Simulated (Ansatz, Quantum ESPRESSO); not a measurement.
# Mode couplings of Ca (Fm-3m) in a second program, part 4 of 4

Each step names its level of theory.

So far, highest frequency, solved or plainly interpolated (cm⁻¹): step 4 (second program, linear response: Fermi–Dirac smearing of 0.1 eV) 165; step 5 (matrix elements on the k mesh: PseudoDojo files, cutoff 925.187 eV, Fermi–Dirac …, PBE PseudoDojo norm-conserving) 165. The relaxed cell has a = 5.524 Å (conventional setting).

### Step 7. Phonons and couplings with ph.x: Fermi–Dirac smearing of 0.1 eV

Level of this step: DFT PBE, scalar-relativistic, plane waves, PseudoDojo norm-conserving pseudopotentials (Quantum ESPRESSO).

ph.x gives each mode's frequency and linewidth; λ of a mode follows from Gaussian double-delta sums over the k mesh, here at four widths.

Input file ph.in:

```
phonons and couplings
&INPUTPH
  prefix          = 'x'
  outdir          = './tmp'
  tr2_ph          = 1.0d-15
  fildyn          = 'x.dyn'
  fildvscf        = 'dvscf'
  ldisp           = .true.
  nq1             = 2
  nq2             = 2
  nq3             = 2
  electron_phonon = 'simple'
  el_ph_ngauss    = 0
  el_ph_sigma     = 0.00734986
  el_ph_nsigma    = 4
  alpha_mix(1)    = 0.5
  amass(1)        = 40.078
/
```

Command:

```
OMP_NUM_THREADS=1 mpirun -n 4 ph.x -nk 4 -in ph.in > ph.x.log
```

The program printed:

```text
[banner, memory and clock lines left out]
Program PHONON v.7.5

     ./tmp/x.save/

     IMPORTANT: XC functional enforced from input :
     Exchange-correlation= PBE
                           (   1   4   3   4   0   0   0)
     Any further DFT definition will be discarded
     Please, verify this is what you really want

     G-vector sticks info

     Reading collected, re-writing distributed wavefunctions in ./tmp/

     Dynamical matrices for ( 2, 2, 2)  uniform grid of q-points
     (   3 q-points):
       N         xq(1)         xq(2)         xq(3)
       1   0.000000000   0.000000000   0.000000000
       2  -0.353553391  -0.353553391   0.353553391
       3  -0.707106781   0.000000000   0.000000000

     Number and degeneracy of irreps per q-point
       N         xq(1)         xq(2)         xq(3)   N irreps
       1   0.000000000   0.000000000   0.000000000       1
        3
       2  -0.353553391  -0.353553391   0.353553391       2
        1   2
       3  -0.707106781   0.000000000   0.000000000       2
        1   2

     Saving dvscf to file. Distribute only q points, not irreducible representations.

     Calculation of q =    0.0000000   0.0000000   0.0000000

     phonons and couplings

     bravais-lattice index     =            0
     lattice parameter (alat)  =       7.3816  a.u.
     unit-cell volume          =     284.4017 (a.u.)^3
     number of atoms/cell      =            1
     number of atomic types    =            1
     kinetic-energy cut-off    =      68.0000  Ry
     charge density cut-off    =     272.0000  Ry
     convergence threshold     =      1.0E-15
     beta                      =       0.5000
     number of iterations used =            4
     Exchange-correlation= PBE
                           (   1   4   3   4   0   0   0)

     celldm(1)=    7.38158  celldm(2)=    0.00000  celldm(3)=    0.00000
     celldm(4)=    0.00000  celldm(5)=    0.00000  celldm(6)=    0.00000

     crystal axes: (cart. coord. in units of alat)
               a(1) = (  0.0000  0.7071  0.7071 )
               a(2) = (  0.7071  0.0000  0.7071 )
               a(3) = (  0.7071  0.7071  0.0000 )

     reciprocal axes: (cart. coord. in units 2 pi/alat)
               b(1) = ( -0.7071  0.7071  0.7071 )
               b(2) = (  0.7071 -0.7071  0.7071 )
               b(3) = (  0.7071  0.7071 -0.7071 )

     Atoms inside the unit cell:

     Cartesian axes

     site n.  atom      mass           positions (alat units)
        1  Ca     40.0780   tau(    1) = (    0.00000    0.00000    0.00000  )

     Computing dynamical matrix for
                    q = (   0.0000000   0.0000000   0.0000000 )

     49 Sym.Ops. (with q -> -q+G )

     G cutoff =  375.4112  (  21595 G-vectors)     FFT grid: ( 40, 40, 40)

     number of k points=    29  Fermi-Dirac smearing, width (Ry)=  0.0073

     PseudoPot. # 1 for Ca read from file:
     ./pseudo/Ca.upf
     Pseudo is Norm-conserving + core correction, Zval = 10.0
     Using radial grid of 1766 points,  6 beta functions with:
                l(1) =   0
                l(2) =   0
                l(3) =   1
                l(4) =   1
                l(5) =   2
                l(6) =   2

     Mode symmetry, O_h (m-3m)  point group:

     Atomic displacements:
     There are    1 irreducible representations

     Representation     1      3 modes -  To be done

     Alpha used in Ewald sum =   2.8000

     Representation #   1 modes #   1   2   3

     Self-consistent Calculation

     Pert. #  1: Fermi energy shift (Ry) =     9.6504E-25     1.0971E-37
     Pert. #  2: Fermi energy shift (Ry) =     6.8932E-25    -1.4106E-37
     Pert. #  3: Fermi energy shift (Ry) =     0.0000E+00     3.9183E-37

      thresh= 1.000E-02 alpha_mix =  0.500 |ddv_scf|^2 =  1.135E-06

     Pert. #  1: Fermi energy shift (Ry) =     4.1359E-25    -1.2245E-40
     Pert. #  2: Fermi energy shift (Ry) =    -4.1359E-25     2.4489E-40
     Pert. #  3: Fermi energy shift (Ry) =     1.3786E-25    -8.5713E-40

      thresh= 1.066E-04 alpha_mix =  0.500 |ddv_scf|^2 =  7.195E-09

     Pert. #  1: Fermi energy shift (Ry) =     2.9081E-26    -3.0612E-40
     Pert. #  2: Fermi energy shift (Ry) =     8.5088E-26     2.1428E-40
     Pert. #  3: Fermi energy shift (Ry) =     1.2494E-25     9.1835E-41

      thresh= 8.482E-06 alpha_mix =  0.500 |ddv_scf|^2 =  1.843E-09

     Pert. #  1: Fermi energy shift (Ry) =     4.0120E-26     9.1835E-41
     Pert. #  2: Fermi energy shift (Ry) =     2.2618E-25     0.0000E+00
     Pert. #  3: Fermi energy shift (Ry) =    -1.2171E-25     1.2245E-40

      thresh= 4.293E-06 alpha_mix =  0.500 |ddv_scf|^2 =  2.348E-11

     Pert. #  1: Fermi energy shift (Ry) =    -4.7391E-26     1.7697E-41
     Pert. #  2: Fermi energy shift (Ry) =     1.9387E-25     3.3482E-42
     Pert. #  3: Fermi energy shift (Ry) =    -1.5510E-25    -1.2914E-41

      thresh= 4.846E-07 alpha_mix =  0.500 |ddv_scf|^2 =  6.148E-14

     Pert. #  1: Fermi energy shift (Ry) =     1.1417E-25     3.4677E-42
     Pert. #  2: Fermi energy shift (Ry) =     1.2925E-25     5.7397E-42
     Pert. #  3: Fermi energy shift (Ry) =    -1.7233E-26     1.1958E-43

      thresh= 2.479E-08 alpha_mix =  0.500 |ddv_scf|^2 =  1.176E-14

     Pert. #  1: Fermi energy shift (Ry) =    -1.2925E-26    -7.1746E-43
     Pert. #  2: Fermi energy shift (Ry) =    -1.2494E-25    -2.3915E-43
     Pert. #  3: Fermi energy shift (Ry) =     3.8774E-26    -2.6307E-42

      thresh= 1.085E-08 alpha_mix =  0.500 |ddv_scf|^2 =  3.990E-17

     End of self-consistent calculation

     Convergence has been achieved

     Number of q in the star =    1
     List of q in the star:
          1   0.000000000   0.000000000   0.000000000

     Diagonalizing the dynamical matrix

     q = (    0.000000000   0.000000000   0.000000000 )

 **************************************************************************
     freq (    1) =       0.188323 [THz] =       6.281783 [cm-1]
     freq (    2) =       0.188323 [THz] =       6.281783 [cm-1]
     freq (    3) =       0.188323 [THz] =       6.281783 [cm-1]
 **************************************************************************

     Mode symmetry, O_h (m-3m)  point group:

     freq (   1-   3) =          6.3  [cm-1]   --> T_1u G_15  G_4- I

     Gaussian Broadening:   0.007 Ry, ngauss=   0
     DOS = 10.817732 states/spin/Ry/Unit Cell at Ef=  4.976039 eV
     double delta at Ef =**********
     lambda(    1)=  0.0000   gamma=    0.00 GHz
     lambda(    2)=  0.0000   gamma=    0.00 GHz
     lambda(    3)=  0.0000   gamma=    0.00 GHz

     Gaussian Broadening:   0.015 Ry, ngauss=   0
     DOS =  8.420067 states/spin/Ry/Unit Cell at Ef=  4.996328 eV
[...]
DOS =  8.420060 states/spin/Ry/Unit Cell at Ef=  4.996333 eV
     double delta at Ef = 82.668545
     lambda(    1)=  0.0042   gamma=    0.18 GHz
[...]
Gaussian Broadening:   0.022 Ry, ngauss=   0
     DOS =  7.959986 states/spin/Ry/Unit Cell at Ef=  5.008192 eV
     double delta at Ef = 94.593737
[...]
Gaussian Broadening:   0.029 Ry, ngauss=   0
     DOS =  8.095209 states/spin/Ry/Unit Cell at Ef=  5.007442 eV
     double delta at Ef =113.463731
[...]
Calculation of q =   -0.7071068   0.0000000   0.0000000

     G-vector sticks info

     Title:
     phonons and couplings

     bravais-lattice index     =            0
     lattice parameter (alat)  =       7.3816  a.u.
     unit-cell volume          =     284.4017 (a.u.)^3
     number of atoms/cell      =            1
     number of atomic types    =            1
     number of electrons       =        10.00
     number of Kohn-Sham states=           12
     kinetic-energy cutoff     =      68.0000  Ry
     charge density cutoff     =     272.0000  Ry
     Exchange-correlation= PBE
                           (   1   4   3   4   0   0   0)

     celldm(1)=   7.381575  celldm(2)=   0.000000  celldm(3)=   0.000000
     celldm(4)=   0.000000  celldm(5)=   0.000000  celldm(6)=   0.000000

     crystal axes: (cart. coord. in units of alat)
               a(1) = (   0.000000   0.707107   0.707107 )
               a(2) = (   0.707107   0.000000   0.707107 )
               a(3) = (   0.707107   0.707107   0.000000 )

     reciprocal axes: (cart. coord. in units 2 pi/alat)
               b(1) = ( -0.707107  0.707107  0.707107 )
               b(2) = (  0.707107 -0.707107  0.707107 )
               b(3) = (  0.707107  0.707107 -0.707107 )

     PseudoPot. # 1 for Ca read from file:
     ./pseudo/Ca.upf
     Pseudo is Norm-conserving + core correction, Zval = 10.0
     Using radial grid of 1766 points,  6 beta functions with:
[...]
l(5) =   2
                l(6) =   2

     atomic species   valence    mass     pseudopotential
     Ca               10.00    40.07800     Ca( 1.00)

     48 Sym. Ops., with inversion, found

   Cartesian axes

     site n.     atom                  positions (alat units)
         1        Ca     tau(   1) = (   0.0000000   0.0000000   0.0000000  )

     number of k points=   118  Fermi-Dirac smearing, width (Ry)=  0.0073

     Number of k-points >= 100: set verbosity='high' to print them.

     Dense  grid:    21595 G-vectors     FFT dimensions: (  40,  40,  40)

     The potential is recalculated from file :
     ./tmp/_ph0/x.q_3/x.save/charge-density

     Starting wfcs are    5 atomic +    7 random wfcs

     Band Structure Calculation
     Davidson diagonalization with overlap

     ethr =  1.00E-10,  avg # of iterations = 21.8

     End of band structure calculation

     Number of k-points >= 100: set verbosity='high' to print the bands.

     the Fermi energy is     4.9997 ev

     Writing config to output data dir ./tmp/_ph0/x.q_3/x.save/ :
     XML data file

     phonons and couplings

     bravais-lattice index     =            0
     lattice parameter (alat)  =       7.3816  a.u.
     unit-cell volume          =     284.4017 (a.u.)^3
     number of atoms/cell      =            1
     number of atomic types    =            1
     kinetic-energy cut-off    =      68.0000  Ry
     charge density cut-off    =     272.0000  Ry
     convergence threshold     =      1.0E-15
     beta                      =       0.5000
     number of iterations used =            4
     Exchange-correlation= PBE
                           (   1   4   3   4   0   0   0)

     celldm(1)=    7.38158  celldm(2)=    0.00000  celldm(3)=    0.00000
     celldm(4)=    0.00000  celldm(5)=    0.00000  celldm(6)=    0.00000

     crystal axes: (cart. coord. in units of alat)
               a(1) = (  0.0000  0.7071  0.7071 )
               a(2) = (  0.7071  0.0000  0.7071 )
               a(3) = (  0.7071  0.7071  0.0000 )

     reciprocal axes: (cart. coord. in units 2 pi/alat)
               b(1) = ( -0.7071  0.7071  0.7071 )
               b(2) = (  0.7071 -0.7071  0.7071 )
               b(3) = (  0.7071  0.7071 -0.7071 )

     Atoms inside the unit cell:

     Cartesian axes

     site n.  atom      mass           positions (alat units)
        1  Ca     40.0780   tau(    1) = (    0.00000    0.00000    0.00000  )

     Computing dynamical matrix for
                    q = (  -0.7071068   0.0000000   0.0000000 )

     17 Sym.Ops. (with q -> -q+G )

     G cutoff =  375.4112  (  21595 G-vectors)     FFT grid: ( 40, 40, 40)

     number of k points=   118  Fermi-Dirac smearing, width (Ry)=  0.0073

     PseudoPot. # 1 for Ca read from file:
     ./pseudo/Ca.upf
     Pseudo is Norm-conserving + core correction, Zval = 10.0
     Using radial grid of 1766 points,  6 beta functions with:
                l(1) =   0
                l(2) =   0
                l(3) =   1
                l(4) =   1
                l(5) =   2
                l(6) =   2

     Mode symmetry, D_4h(4/mmm) point group:

     Atomic displacements:
     There are    2 irreducible representations

     Representation     1      1 modes -  To be done

     Representation     2      2 modes -  To be done

     Alpha used in Ewald sum =   2.8000

     Representation #   1 mode #   1

     Self-consistent Calculation

[...]
thresh= 4.789E-09 alpha_mix =  0.500 |ddv_scf|^2 =  5.253E-16

     End of self-consistent calculation

     Convergence has been achieved

     Representation #   2 modes #   2   3

     Self-consistent Calculation

      thresh= 1.000E-02 alpha_mix =  0.500 |ddv_scf|^2 =  4.342E-06

      thresh= 2.084E-04 alpha_mix =  0.500 |ddv_scf|^2 =  3.026E-08

      thresh= 1.740E-05 alpha_mix =  0.500 |ddv_scf|^2 =  3.966E-09

      thresh= 6.297E-06 alpha_mix =  0.500 |ddv_scf|^2 =  7.994E-11

      thresh= 8.941E-07 alpha_mix =  0.500 |ddv_scf|^2 =  4.473E-13

      thresh= 6.688E-08 alpha_mix =  0.500 |ddv_scf|^2 =  6.401E-14

      thresh= 2.530E-08 alpha_mix =  0.500 |ddv_scf|^2 =  2.820E-16

     End of self-consistent calculation

     Convergence has been achieved

     Number of q in the star =    3
     List of q in the star:
          1  -0.707106781  -0.000000000   0.000000000
          2   0.000000000  -0.000000000  -0.707106781
          3  -0.000000000  -0.707106781   0.000000000

     Diagonalizing the dynamical matrix

     q = (   -0.707106781   0.000000000   0.000000000 )

 **************************************************************************
     freq (    1) =       3.837983 [THz] =     128.021344 [cm-1]
     freq (    2) =       3.837983 [THz] =     128.021344 [cm-1]
     freq (    3) =       4.955214 [THz] =     165.288160 [cm-1]
 **************************************************************************

     Mode symmetry, D_4h(4/mmm) point group:

     freq (   1-   2) =        128.0  [cm-1]   --> E_u  X_5' M_5'
     freq (   3-   3) =        165.3  [cm-1]   --> A_2u X_4' M_4'

     Gaussian Broadening:   0.007 Ry, ngauss=   0
     DOS = 10.817743 states/spin/Ry/Unit Cell at Ef=  4.976043 eV
     double delta at Ef =390.970518
[...]
Gaussian Broadening:   0.015 Ry, ngauss=   0
     DOS =  8.420060 states/spin/Ry/Unit Cell at Ef=  4.996333 eV
     double delta at Ef =205.167143
[...]
lambda(    2)=  0.0057   gamma=    0.67 GHz
     lambda(    3)=  0.0097   gamma=    1.92 GHz

     Gaussian Broadening:   0.022 Ry, ngauss=   0
     DOS =  7.959986 states/spin/Ry/Unit Cell at Ef=  5.008192 eV
     double delta at Ef =133.977513
     lambda(    1)=  0.0054   gamma=    0.60 GHz
     lambda(    2)=  0.0054   gamma=    0.60 GHz
     lambda(    3)=  0.0223   gamma=    4.16 GHz

     Gaussian Broadening:   0.029 Ry, ngauss=   0
     DOS =  8.095209 states/spin/Ry/Unit Cell at Ef=  5.007442 eV
     double delta at Ef =114.072760
     lambda(    1)=  0.0065   gamma=    0.74 GHz
     lambda(    2)=  0.0065   gamma=    0.74 GHz
     lambda(    3)=  0.0298   gamma=    5.65 GHz
```

Run time: 3.2 min. Hardware: 4 MPI ranks of Arm Neoverse N1, shared host; 13 min of CPU time.

Numbers from this step:

| Quantity | Value |
| --- | --- |
| highest frequency, solved or plainly interpolated | 165.3 cm⁻¹ |
| omega log against width | 17.74, 17.68, 16.19, 14.55 meV, at widths 0.1 to 0.4 eV |

As ph.x prints them, no sum rule imposed; at the zone centre the sum is no linewidth. Double-delta sums:

```
q1    q2    q3  star  mode  omega (meV)  lambda_q, sigma 0.1 eV  lambda_q, sigma 0.2 eV  lambda_q, sigma 0.3 eV  lambda_q, sigma 0.4 eV  half width at sigma 0.2 (meV)
 0     0     0     1     1       0.7788                       0                       0                       0                       0                        1.65e-4
 0     0     0     1     2       0.7788                       0                       0                       0                       0                        1.65e-4
 0     0     0     1     3       0.7788                       0                       0                       0                       0                        1.65e-4
 0     0  -0.5     4     1        9.491                  0.0044                  0.0042                  0.0152                  0.0331                        7.44e-4
 0     0  -0.5     4     2        9.491                  0.0044                  0.0042                  0.0152                  0.0331                        7.44e-4
 0     0  -0.5     4     3        18.89                   0.106                  0.0762                  0.0806                  0.0756                         0.0529
 0  -0.5  -0.5     3     1        15.87                   0.007                  0.0057                  0.0054                  0.0065                       0.002771
 0  -0.5  -0.5     3     2        15.87                   0.007                  0.0057                  0.0054                  0.0065                       0.002771
 0  -0.5  -0.5     3     3        20.49                 1.00e-4                  0.0097                  0.0223                  0.0298                        0.00794
```

Mean over the q mesh without its centre; few wavevectors enter, so none of the widths can be taken as converged. Table of coupling constant λ, lambda by Gaussian width:

```
Gaussian width (eV)  coupling constant λ, lambda
              0.100                       0.0716
              0.200                       0.0574
              0.300                       0.0776
              0.400                       0.0994
```

λ runs from 0.0716 at 0.1 eV to 0.0994 at 0.4 eV.

### Step 8. Results

| Property | Result |
| --- | --- |
| phonon run of the rows without a label of their own | PBE, q 2×2×2, k 8×8×8 |
| coupling λ by Gaussian sums at 0.2 eV, Quantum ESPRESSO, GBRV, cutoff 612 eV, q 2×2×2, k 10×10×10 | 0.0645 |
| coupling λ by Gaussian sums at 0.2 eV, Ansatz, PseudoDojo, cutoff 925 eV, q 2×2×2, k 8×8×8 | 0.0575 |
| coupling λ by Gaussian sums at 0.2 eV, Quantum ESPRESSO, PseudoDojo, cutoff 925 eV, q 2×2×2, k 8×8×8 | 0.0574 |

What this shows: Under gradient-corrected functionals ph.x can misplace modes where the density is low; no frozen-phonon run checks these frequencies. With the same potentials, cutoff and meshes the two programs' mean λ differ by at most 0.34 % over the four widths. In the last run that gave them, λ from the Gaussian sums still varies by a factor of 1.7 between widths of 0.1 and 0.4 eV; these sums hold few wavevectors and leave out the zone centre.

[Logs are printed without paths, hosts, clocks, repeated set-up lines and the standing remarks that a program may print on its own settings, such as how far it seeks lower states.]

[Hosts, paths, dates, database ids (printed as entryN), source tags and the programs' standing remarks are cut or masked in the printed files.]
